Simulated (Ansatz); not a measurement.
## G0W0 on several functionals: K3SCl (antiperovskite) (Pm-3m)

Aim: G0W0 for K3SCl (antiperovskite) (Pm-3m) on several starting functionals, at one mesh, band count and screening cutoff.

Method: G0W0 on several functionals, plane waves, PAW, in Ansatz 0.2.0.

The structure was built from a prototype and need not be the compound's stable phase.

In doubt: masses and optical values from hybrid runs of this build are listed as unsure (step 4), which bears on the screening that GW takes from such a start.

## 1. Set-up

The structure is cubic, space group Pm-3m (No. 221). The conventional cell has a = 5.970 Å, b = 5.970 Å, c = 5.970 Å, α = 90.00°, β = 90.00°, γ = 90.00°. Nearest to Cl lie 12 K at 4.22 Å. Nearest to S lie 6 K at 2.98 Å. Nearest to K lie 2 S at 2.98 Å. It derives from Cl1K3S1. Farther neighbours and most contacts between anions are not listed.

The structure was relaxed with PBE. The structure type comes from a generator and need not be one that this composition takes. The runs that relaxed it are not among those shown. The default PAW set here is soft_2. Its files were made with PBE.

## 2. G0W0 on PBE

G0W0 replaces the xc potential by the self-energy, built once from these orbitals. Only a window of levels is corrected, while the sums run over the empty bands that the input names.

This step: G0W0 on PBE, plane waves, PAW.

The input, input.yaml:

```yaml
crystal:
  lattice:
    - [5.9699615649, 0.0, 0.0]
    - [0.0, 5.9699615649, 0.0]
    - [0.0, 0.0, 5.9699615649]
  atoms:
    - { symbol: Cl, position: [0.0, 0.0, 0.0] }
    - { symbol: S, position: [0.5, 0.5, 0.5] }
    - { symbol: K, position: [0.5, 0.5, 0.0] }
    - { symbol: K, position: [0.5, 0.0, 0.5] }
    - { symbol: K, position: [0.0, 0.5, 0.5] }
kpoints:
  mp_grid: { grid: [2, 2, 2] }
hamiltonian:
  xc: pbe
scf:
  occupations: { method: fixed }
gw:
  n_empty_bands: 635
  ecut_chi: 120.0
  qp_bands: [v2, c2]
  qp_kpoints: band_edges
  screening: { model: contour_deformation }
```

Command:

```sh
> ansatz run input.yaml --threads 4 --pin off --max-ram 17510MiB --backend cpu --events-out ev --progress --plain --runs-dir out
```

Numbers of over 12 decimals in the logs are rounded to 6 here.

The log of the run:

```text
Engine: ansatz 0.2.0, aarch64-unknown-linux-gnu
Pseudopotentials: kind: paw
Pseudopotential: Cl, paw, valence charge 7, recommended cutoff 420 eV (normal), Cl.paw.azcp
Pseudopotential: S, paw, valence charge 6, recommended cutoff 420 eV (normal), S.paw.azcp
Pseudopotential: K, paw, valence charge 9, recommended cutoff 420 eV (normal), K.paw.azcp
Functional definition: PBE
  parameter kappa = 0.804
  parameter beta = 0.066725
  exchange = pbe_x(kappa = kappa, mu = beta*pi^2/3)
  correlation = pbe_c(beta = beta)
Crystal: 5 atoms, lattice volume = 212.772 Å³
Basis set: ecut = 420 eV, 4139 PW (Γ)
Bands: 25, of which v1, the nominal top of the filled ones, is band 20 counted from 1 (19 counted from 0)
Symmetry: 48 space group operations
Space group: Pm-3m (ITA 221), of the structure as read, at distance tolerance 6.0e-5 Å
k-points: 4 of 8
Non-local potential: Cl, projectors of the file, l = 0: 2, l = 1: 2, l = 2: 2
Non-local potential: S, projectors of the file, l = 0: 2, l = 1: 2, l = 2: 2
Non-local potential: K, projectors of the file, l = 0: 3, l = 1: 2, l = 2: 2
PAW form: soft (Blöchl's): semilocal exchange-correlation on the pseudo side does not see the compensation charge
PAW one-centre angular grid: Cl, 110 points (default); XC on 64 Gauss nodes
PAW one-centre angular grid: S, 110 points (default); XC on 64 Gauss nodes
PAW one-centre angular grid: K, 110 points (default); XC on 64 Gauss nodes
Initial density: superposition of atomic densities (neutral atoms: chi_scale 0, normalization atom), corrected by the library's trained network
Initial wavefunctions: pseudopotential atomic-orbital guess
Functional: x = pbe(κ = 0.804, μ = 0.219515), c = pbe(β = 0.066725)
SCF iter   1: F=—  HF=-6601.075980 eV  |F-HF|=—  |Δ(HF+E_count)|=         —  Δρ=1.67e-3  dr2=1.52e-2  ethr=1.77e-3  ⟨swp⟩=5.2  Hψ=415  notcnv=0  defer=6
preconditioner: auto → Resta (q_TF=auto, 2.065 Å⁻¹)  ε∞=2.3  [insulator: Δε(μ)=1.792 eV  Ē_g=13.222 eV  n_scr=26 (ndim 8)  ℏωp=14.8 eV  f_vac=0.218  ε∞_Penn≈2.3]
SCF iter   2: F=—  HF=-6601.070468 eV  |F-HF|=—  |Δ(HF+E_count)|=   5.51e-3  Δρ=5.85e-4  dr2=1.46e-3  ethr=3.80e-5  ⟨swp⟩=2.2  Hψ=211  notcnv=0  defer=9
SCF iter   3: F=—  HF=-6601.070407 eV  |F-HF|=—  |Δ(HF+E_count)|=   6.10e-5  Δρ=2.94e-4  dr2=4.89e-4  ethr=3.64e-6  ⟨swp⟩=2.0  Hψ=107  notcnv=0  defer=9
SCF iter   4: F=—  HF=-6601.070443 eV  |F-HF|=—  |Δ(HF+E_count)|=   3.57e-5  Δρ=6.61e-5  dr2=1.58e-5  ethr=1.22e-6  ⟨swp⟩=2.0  Hψ=152  notcnv=0  defer=9
SCF iter   5: F=—  HF=-6601.070449 eV  |F-HF|=—  |Δ(HF+E_count)|=   6.11e-6  Δρ=2.62e-5  dr2=1.84e-6  ethr=3.95e-8  ⟨swp⟩=2.0  Hψ=126  notcnv=0  defer=6
SCF iter   6: F=-6601.070450 eV  HF=-6601.070450 eV  |F-HF|=1.51e-7  |Δ(HF+E_count)|=   1.49e-6  Δρ=4.87e-6  dr2=8.31e-8  ethr=2.50e-10  ⟨swp⟩=6.8  Hψ=446  notcnv=0
SCF 1 converged in 6 iterations: F = -6601.070450 eV  dr2 = 8.31e-8
  greatest PAW one-centre occupation: 0.987 electrons in one spin orbital (limit 2), on the K atom at site 3 (counted from 0), in its partial waves of l = 0
NSCF: frozen V_eff on 4 k-points
G₀W₀ screening: q 1/4
[... further progress lines ...]
SCF converged after 6 iterations
Free energy (F): -6601.070450 eV
Harris-Foulkes:  -6601.070450 eV  (|F-HF|=1.51e-7)
Internal energy: -6601.070450 eV  (E = F + TS)
E sigma→0 (E₀):  -6601.070450 eV
Fermi energy:    1.400905 eV
--- Per-component energies (eV) ---
  E_band       = -420.464771
  E_kinetic    = 1030.935154
  E_local      = -2572.912328  (includes V_loc(G=0)·N_el)
  E_nonlocal   = 94.582454
  E_hartree    = 910.488616
  E_xc         = -611.034743
  E_vxc        = -705.685110  (∫ρ·V_xc dr)
  E_paw        = -3605.070585  (= ΣΔE_a)
  E_vpaw       = -88.366976  (= ΣTr[D̂ρ^β])
  E_aug_tail   = 0.000081  (compensation charges beyond the density's cutoff)
  E_ewald      = -1848.059100
  E_smearing   = -0.000000  (= −TS)
  E_closure    = -0.000000  (closes the sum)
  Σ components = -6601.070450   (vs F -6601.070450, Δ=0.00e0)
--- Band table (eV) ---
  k-point 0: bands = [... 16 lower, -0.4039, 1.4009, 1.4009, 1.4009, 3.1934, 5.5031, 5.5031, 6.2783, ... 1 higher]
  k-point 1: bands = [... 16 lower, -0.4042, 0.6736, 1.3208, 1.3208, 4.6209, 4.8245, 6.2952, 6.6138, ... 1 higher]
  k-point 2: bands = [... 16 lower, -0.4072, 0.7067, 0.7067, 1.2650, 5.2314, 5.7788, 5.9084, 5.9084, ... 1 higher]
  k-point 3: bands = [... 16 lower, -0.4684, 0.5920, 0.5920, 0.5920, 6.0715, 6.2479, 6.2479, 6.2479, ... 1 higher]
--- G₀W₀: contour deformation, 6 samples at zero and on the imaginary axis and 1 off it, 8 q-points, 635 empty bands' worth ---
  eigenvalues of the whole cell's RPA ε∞ on this k-mesh (on a slab, of 1 + 4πα/V) = 2.6406, 2.6406, 2.6406; static W/v taken at q = 0 is 0.378696
  bands read: the sum over 655 bands ends inside a degenerate multiplet in 1 slot, whose members it reads at an even weight; the widest, k=2: bands 655 to 656 (counted from 1) at 1/2 each
  gw.qp_kpoints: band_edges: 4 of 4 stored k-points solved, in 1 pass; an edge of the gap read off the rows below is read off those points alone
  `?` marks the rows in doubt; gw_qp.tsv's column doubts and the gw_qp event give each row's grounds
    ik  band        ε_KS         Σx   Σc(E_QP)       V_xc       Z   E_QP_lin       E_QP  E_QP is
     0    19      1.4009   -17.5797     2.1761   -14.1125  0.7308    -0.0182     0.1099  root ?
     0    20      1.4009   -17.5797     2.1761   -14.1125  0.7308    -0.0182     0.1099  root ?
     0    21      3.1934    -2.7640    -2.7633    -5.9568  0.8106     3.6298     3.6228  root
     0    22      5.5031    -2.2769    -2.9341    -5.8500  0.8059     6.1611     6.1421  root
     1    19      1.3208   -17.3288     2.1709   -13.8648  0.7307    -0.1028     0.0276  root ?
     1    20      1.3208   -17.3288     2.1709   -13.8648  0.7307    -0.1028     0.0276  root ?
     1    21      4.6209    -3.3595    -2.8296    -6.7040  0.7959     5.1446     5.1357  root
     1    22      4.8245    -4.1567    -2.9301    -7.6711  0.7945     5.4230     5.4088  root
     2    19      0.7067   -16.7391     2.2708   -13.1859  0.7214    -0.7113    -0.5758  root ?
     2    20      1.2650   -17.2092     2.1687   -13.7490  0.7303    -0.1574    -0.0265  root ?
     2    21      5.2314    -2.8472    -2.8329    -6.1555  0.8014     5.7164     5.7067  root
     2    22      5.7788    -2.9591    -3.0724    -6.6077  0.7986     6.3705     6.3549  root
     3    19      0.5920   -16.1888     2.2519   -12.6492  0.7207    -0.8353    -0.6957  root ?
     3    20      0.5920   -16.1888     2.2519   -12.6492  0.7207    -0.8353    -0.6957  root ?
     3    21      6.0715    -2.9984    -3.2211    -7.0969  0.7961     6.9948     6.9488  root
     3    22      6.2479    -3.6174    -3.2103    -7.6315  0.7873     7.0844     7.0517  root
```

It took 51 s on 4 threads of Arm Neoverse V2, shared host; peak memory 3.2 GiB.

In the SCF lines HF is the Harris–Foulkes energy and dr2 the Hartree energy of the density residual, in eV; the loop may stop once dr2 is under the threshold and the program's other checks hold. Hψ counts applications of the Hamiltonian.

This step gave:

```
bands summed                                 : 655
RPA ε∞ on this mesh (eigenvalues)            : 2.641, 2.641, 2.641
plane waves in the screening matrix          : 619
q-points in the mesh                         : 8
G0W0 gap on the mesh                         : 3.513 eV
k of the valence top                         : 0, 0, 0
k of the conduction bottom                   : 0, 0, 0
starting gap on the mesh                     : 1.793 eV
Z at the valence top                         : 0.7308
Z at the conduction bottom                   : 0.8106
least direct G0W0 gap on the computed points : 3.513 eV
```

The gap on the mesh goes from 1.79 eV to 3.51 eV, a correction of +1.72 eV. The program marks an edge row as in doubt. Between the two edge states, bare exchange in place of the xc potential would open the gap by 6.66 eV, and correlation takes back 4.94 eV.

## 3. G0W0 on r2SCAN

One-shot GW remembers its start. Another functional's orbitals and levels show by how much.

This step: G0W0 on r2SCAN, plane waves, PAW.

input.yaml, as its differences from that of step 2:

```diff
@@ -14,3 +14,3 @@
 hamiltonian:
-  xc: pbe
+  xc: r2scan
 scf:
```

The log of the run:

```text
[...]
Crystal: 5 atoms, lattice volume = 212.772 Å³
Basis set: ecut = 500 eV, 5449 PW (Γ), exchange–correlation on 180×180×180 points (64 copies of the dense FFT grid, shifted against one another)
Bands: 25, of which v1, the nominal top of the filled ones, is band 20 counted from 1 (19 counted from 0)
[... 1 set-up line as in the run before ...]
[...]
k-points: 4 of 8
[...]
SCF iter   1: F=—  HF=-6623.771818 eV  |F-HF|=—  |Δ(HF+E_count)|=         —  Δρ=3.55e-3  dr2=2.67e-2  dr2_τ=7.76e-3  ethr=1.77e-3  ⟨swp⟩=5.2  Hψ=380  notcnv=0  defer=7
[...]
SCF iter   7: F=-6623.818513 eV  HF=-6623.818513 eV  |F-HF|=8.58e-9  |Δ(HF+E_count)|=   1.19e-7  Δρ=1.77e-6  dr2=5.54e-9  dr2_τ=5.11e-10  ethr=2.50e-10  ⟨swp⟩=8.2  Hψ=419  notcnv=0
SCF 1 converged in 7 iterations: F = -6623.818513 eV  dr2 = 5.54e-9
[...]
NSCF: frozen V_eff on 4 k-points
G₀W₀ screening: q 1/4
[... further progress lines ...]
SCF converged after 7 iterations
Free energy (F): -6623.818513 eV
[...]
Internal energy: -6623.818513 eV  (E = F + TS)
E sigma→0 (E₀):  -6623.818513 eV
Fermi energy:    1.189728 eV
[...]
--- Band table (eV) ---
  k-point 0: bands = [... 16 lower, -0.8090, 1.1897, 1.1897, 1.1897, 3.4111, 5.6846, 5.6846, 6.5409, ... 1 higher]
  k-point 1: bands = [... 16 lower, -0.8094, 0.4856, 1.1113, 1.1113, 4.8052, 5.0906, 6.4249, 6.8869, ... 1 higher]
  k-point 2: bands = [... 16 lower, -0.8121, 0.5045, 0.5045, 1.0557, 5.4046, 6.1335, 6.1457, 6.1457, ... 1 higher]
  k-point 3: bands = [... 16 lower, -0.8733, 0.3997, 0.3997, 0.3997, 6.3948, 6.5602, 6.5602, 6.5602, ... 1 higher]
[...]
0    19      1.1897   -17.5863     1.9149   -14.3685  0.7630    -0.1784    -0.1132  root
     0    20      1.1897   -17.5863     1.9149   -14.3685  0.7630    -0.1784    -0.1132  root
     0    21      3.4111    -2.6222    -2.5738    -5.6038  0.8405     3.8227     3.8190  root
     0    22      5.6846    -2.1221    -2.6883    -5.4469  0.8371     6.3319     6.3210  root
     1    19      1.1113   -17.3581     1.9101   -14.1404  0.7630    -0.2630    -0.1963  root
     1    20      1.1113   -17.3581     1.9101   -14.1404  0.7630    -0.2630    -0.1963  root
     1    21      4.8052    -3.1357    -2.6257    -6.2774  0.8296     5.3285     5.3211  root
     1    22      5.0906    -3.8521    -2.7108    -7.0933  0.8266     5.6283     5.6211  root
[...]
3    19      0.3997   -16.3085     1.9922   -12.9969  0.7549    -1.0011    -0.9198  root
     3    20      0.3997   -16.3085     1.9922   -12.9969  0.7549    -1.0011    -0.9198  root
     3    21      6.3948    -2.9692    -2.9467    -6.7412  0.8275     7.2411     7.2200  root
     3    22      6.5602    -3.5278    -2.7160    -6.7447  0.8173     7.0683     7.0611  root
```

The job ended after 60 s (4 threads; peak memory 3.9 GiB).

Numbers from this step:

```yaml
bands_summed: 655
rpa_eps_infinity_on_this_mesh_eigenvalues: 2.305, 2.305, 2.305
plane_waves_in_the_screening_matrix: 619
q_points_in_the_mesh: 8
g0w0_gap_on_the_mesh: 3.932 eV
k_of_the_valence_top: 0, 0, 0
k_of_the_conduction_bottom: 0, 0, 0
starting_gap_on_the_mesh: 2.221 eV
z_at_the_valence_top: 0.7630
z_at_the_conduction_bottom: 0.8405
least_direct_g0w0_gap_on_the_computed_points: 3.932 eV
```

Against the run with 2×2×2 mesh, 635 empty bands, screening to 120 eV on PBE, the gap moves by +0.42 eV, while the start moved by +0.43 eV.

## 4. G0W0 on HSE06

This step: G0W0 on HSE06, plane waves, PAW.

input.yaml, as its differences from that of step 3:

```diff
@@ -14,3 +14,3 @@
 hamiltonian:
-  xc: r2scan
+  xc: hse06
 scf:
```

The log of the run:

```text
[...]
davidson cushion auto → on  (no smearing: the cushion is to keep the highest requested band from converging to the state above it; pin scf.eigensolver.cushion to override)
Crystal: 5 atoms, lattice volume = 212.772 Å³
Basis set: ecut = 420 eV, 4139 PW (Γ)
Bands: 25, of which v1, the nominal top of the filled ones, is band 20 counted from 1 (19 counted from 0)
[... 1 set-up line as in the run before ...]
[...]
k-points: 4 of 8
[...]
1    21      4.9138    -3.0549    -2.5284    -6.0865  0.8504     5.4214     5.4171  root
     1    22      5.1451    -3.7778    -2.6243    -6.9667  0.8473     5.7151     5.7098  root
[...]
3    19     -0.1112   -16.3181     1.7076   -13.5096  0.7805    -1.2440    -1.2121  root
     3    20     -0.1112   -16.3181     1.7076   -13.5096  0.7805    -1.2440    -1.2121  root
     3    21      6.5050    -2.7496    -2.7924    -6.3060  0.8486     7.2802     7.2689  root
     3    22      6.6684    -3.3100    -2.8004    -6.8174  0.8421     7.3853     7.3754  root
[key lines of the parts left out:]
Free energy (F): -6605.120140 eV
Fermi energy:    0.714667 eV
```

Run time: 3.9 min. Hardware: 4 threads; peak memory 2.3 GiB; 14 min of CPU time.

This step gave:

```yaml
bands_summed: 655
rpa_eps_infinity_on_this_mesh_eigenvalues: 2.145, 2.145, 2.145
plane_waves_in_the_screening_matrix: 619
g0w0_gap_on_the_mesh: 4.276 eV
k_of_the_valence_top: 0, 0, 0
k_of_the_conduction_bottom: 0, 0, 0
starting_gap_on_the_mesh: 2.747 eV
least_direct_g0w0_gap_on_the_computed_points: 4.276 eV
```

Against the run with 2×2×2 mesh, 635 empty bands, screening to 120 eV on r2SCAN, the gap moves by +0.34 eV, while the start moved by +0.53 eV.

## 5. Side by side

All on the 2×2×2 mesh with 635 empty bands and screening to 120 eV. Times are wall times on 4 threads of Arm Neoverse V2, shared host, good to a factor of about two.

```
 start  starting gap (eV)  shift (eV)  G0W0 gap (eV)  RPA ε∞ (harmonic mean)  Z (valence, conduction)     time
   PBE               1.79       +1.72           3.51                    2.64               0.73, 0.81     51 s
r2SCAN               2.22       +1.71           3.93                    2.31               0.76, 0.84     60 s
 HSE06               2.75       +1.53           4.28                    2.15               0.79, 0.86  3.9 min
```

How the two edges are built up, in eV (the quasiparticle level is the starting level plus Σx plus Σc less Vxc):

```
   run               edge  start      Σx     Σc     Vxc     Z     QP
   PBE        valence top   1.40  -17.58   2.18  -14.11  0.73   0.11
   PBE  conduction bottom   3.19   -2.76  -2.76   -5.96  0.81   3.62
r2SCAN        valence top   1.19  -17.59   1.91  -14.37  0.76  -0.11
r2SCAN  conduction bottom   3.41   -2.62  -2.57   -5.60  0.84   3.82
 HSE06        valence top   0.71  -17.59   1.66  -14.84  0.79  -0.37
 HSE06  conduction bottom   3.46   -2.61  -2.49   -5.55  0.86   3.91
```

For a hybrid start, Vxc holds its share of exact exchange.

## 6. Results

```yaml
g0w0_pbe: 3.51 eV (start 1.79 eV)
g0w0_r2scan: 3.93 eV (start 2.22 eV)
g0w0_hse06: 4.28 eV (start 2.75 eV)
known_limits: not at the basis limit; coarse k mesh
```

In words: The starting gaps span 0.95 eV and the G0W0 gaps 0.76 eV. Between PBE and HSE06, 0.76 eV of the 0.95 eV survives, 80 %. HSE06 screens less than PBE (ε∞ 2.15 against 2.64). Of the 0.76 eV by which its G0W0 gap is higher, the correlation part gives +0.79 eV, and exchange with the one-particle terms, which follow the orbitals, −0.02 eV. The smallest correction, +1.53 eV, is on HSE06, the start nearest to reproducing itself. Bands and cutoff are finite, so the gap is not at the basis limit. The miss can reach some tenths of an eV and take either sign; the mesh is an error of its own. The 2×2×2 mesh is coarse for this cell (its supercell is 12 Å along the shortest edge). The RPA ε∞ on it, from the PBE start, is 2.64; such meshes misread the long-range screening, most where the gap is narrow. The program marks a band-edge row as in doubt, so the gap is less sure than its digits.

[Paths, hosts, dates, memory and timing lines, banners, echoed tables and standing remarks are left out of the program output.]

[Logs are printed without paths, hosts, clocks, repeated set-up lines and the standing remarks that a program may print on its own settings, such as how far it seeks lower states.]

[Runs of the session that timed out or met a known fault of the program may be left out.]

[Cells called generated may have been cut or substituted from an entry of the Crystallography Open Database or the Materials Project.]

[Hosts, paths, dates, database ids (printed as entryN), source tags and the programs' standing remarks are cut or masked in the printed files.]
